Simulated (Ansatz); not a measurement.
Entries from a set of simulations; values are calculated unless marked as measured.

Quasiparticle gap of WS2 (Tungstenite). The structure is hexagonal, space group P6_3/mmc (No. 194). Conventional cell: a = 3.180 Å, b = 3.180 Å, c = 12.500 Å, α = 90.00°, β = 90.00°, γ = 120.00°. Nearest to W lie 6 S at 2.41 Å. Nearest to S lie 3 W at 2.41 Å. Farther neighbours and most contacts between anions are not listed. The calculation used G0W0 on HSE06, plane waves, PAW (and 1 further level or step) in Ansatz 0.2.0, with cutoff 420 eV, 6×6×2 k-mesh, default PAW, empty bands 867, screening cutoff 230 eV, screening contour deformation, QP bands (v2, c2) in one of its runs. The HSE06 gap over mesh and listed points is 1.578 eV, from k = Γ to k = (0.167, 0.167, 0.000), the G0W0@HSE06 gap over 10 of 14 irreducible mesh points is 1.677 eV, from k = Γ to k = (0.167, 0.167, 0.000) and the GW settings are 6×6×2 mesh, 867 empty bands, screening to 230 eV. The known limits are finite bands, screening cutoff and k mesh; no spin-orbit coupling in G0W0. It took 2 runs, 2.7 min in all on 1 × NVIDIA H100 80GB HBM3 (shared by 3 runs) with 3 threads of AMD EPYC 7R13 (Zen 3), shared host (the runs of this entry). Over 10 of 14 irreducible mesh points the G0W0 gap is 1.677 eV, from k = Γ to k = (0.167, 0.167, 0.000). The HSE06 gap of this run on the mesh is 1.578 eV. The two states that bound the G0W0 gap lie that far apart at the start, so the correction of the gap is 1.677 − 1.578 = +0.099 eV. The valence state moves by 10.715 − 10.937 = −0.222 eV and the conduction state by 12.391 − 12.514 = −0.123 eV, on the run's own scale; how far single levels stand from their limit in bands is not shown. The database entry behind the starting cell differs from later determinations by our own check (an axis about 1.4 % long against later determinations). In doubt: masses and optical values from hybrid runs of this build are listed as unsure (in some of the runs), which bears on the screening that GW takes from such a start. The cell and positions come from the Crystallography Open Database and are kept as given unless a step says otherwise. Limits: no spin-orbit coupling.

[Runs of the session that timed out or met a known fault of the program may be left out.]

[Cells called generated may have been cut or substituted from an entry of the Crystallography Open Database or the Materials Project.]

[Hosts, paths, dates, database ids (printed as entryN), source tags and the programs' standing remarks are cut or masked in the printed files.]
